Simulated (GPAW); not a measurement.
# Calculated records

```cif
data_tio2
_symmetry_space_group_name_H-M 'I4_1/amd:1'
_symmetry_Int_Tables_number 141
_cell_length_a 3.7842
_cell_length_b 3.7842
_cell_length_c 9.5146
_cell_angle_alpha 90.000
_cell_angle_beta 90.000
_cell_angle_gamma 90.000
_cell_volume 136.25
loop_
_atom_site_label
_atom_site_type_symbol
_atom_site_symmetry_multiplicity
_atom_site_Wyckoff_symbol
_atom_site_fract_x
_atom_site_fract_y
_atom_site_fract_z
_atom_site_occupancy
Ti1 Ti 4 a 0.00000 0.00000 0.00000 1
O1 O 8 e 0.00000 0.00000 0.20810 1
_calc_subject 'A GW chain in GPAW: TiO2 (Anatase)'
_calc_method 'DFT, LDA, plane waves, PAW (and 1 further level or step)'
_calc_program 'GPAW 26.7.0'
_calc_settings_of_one_run 'cutoff 600 eV, GPAW PAW setups 1.2.1 data release, 6×6×6 k-mesh, nbands 239'
_calc_cost '4 runs, 7.3 min in all on 8 MPI ranks of Arm Neoverse V2, shared host (the runs of this entry)'
_calc_notes 'The cell and positions come from the Crystallography Open Database and are kept as given unless a step says otherwise. Only 3 of the mesh’s irreducible points were corrected, so a valley elsewhere could overtake. Bands and cutoff are finite, so the gap is not at the basis limit. The miss can reach some tenths of an eV and take either sign; the mesh is an error of its own.'
_calc_lda_gap '2.02 eV, indirect'
_calc_g0w0_gap_on_the_mesh '3.97 eV'
_calc_g0w0_gap_over_the_zone_rigid_shift '3.92 eV'
_calc_gw_settings '6×6×6 mesh, 106 bands, screening to 78 eV, Godby-Needs plasmon pole'
_calc_known_limits 'not at the basis limit'
```

[Paths, hosts, dates, memory and timing lines, banners, echoed tables and standing remarks are left out of the program output.]

[Logs are printed without paths, hosts, clocks, repeated set-up lines and the standing remarks that a program may print on its own settings, such as how far it seeks lower states.]

[Runs of the session that timed out or met a known fault of the program may be left out.]

[Hosts, paths, dates, database ids (printed as entryN), source tags and the programs' standing remarks are cut or masked in the printed files.]
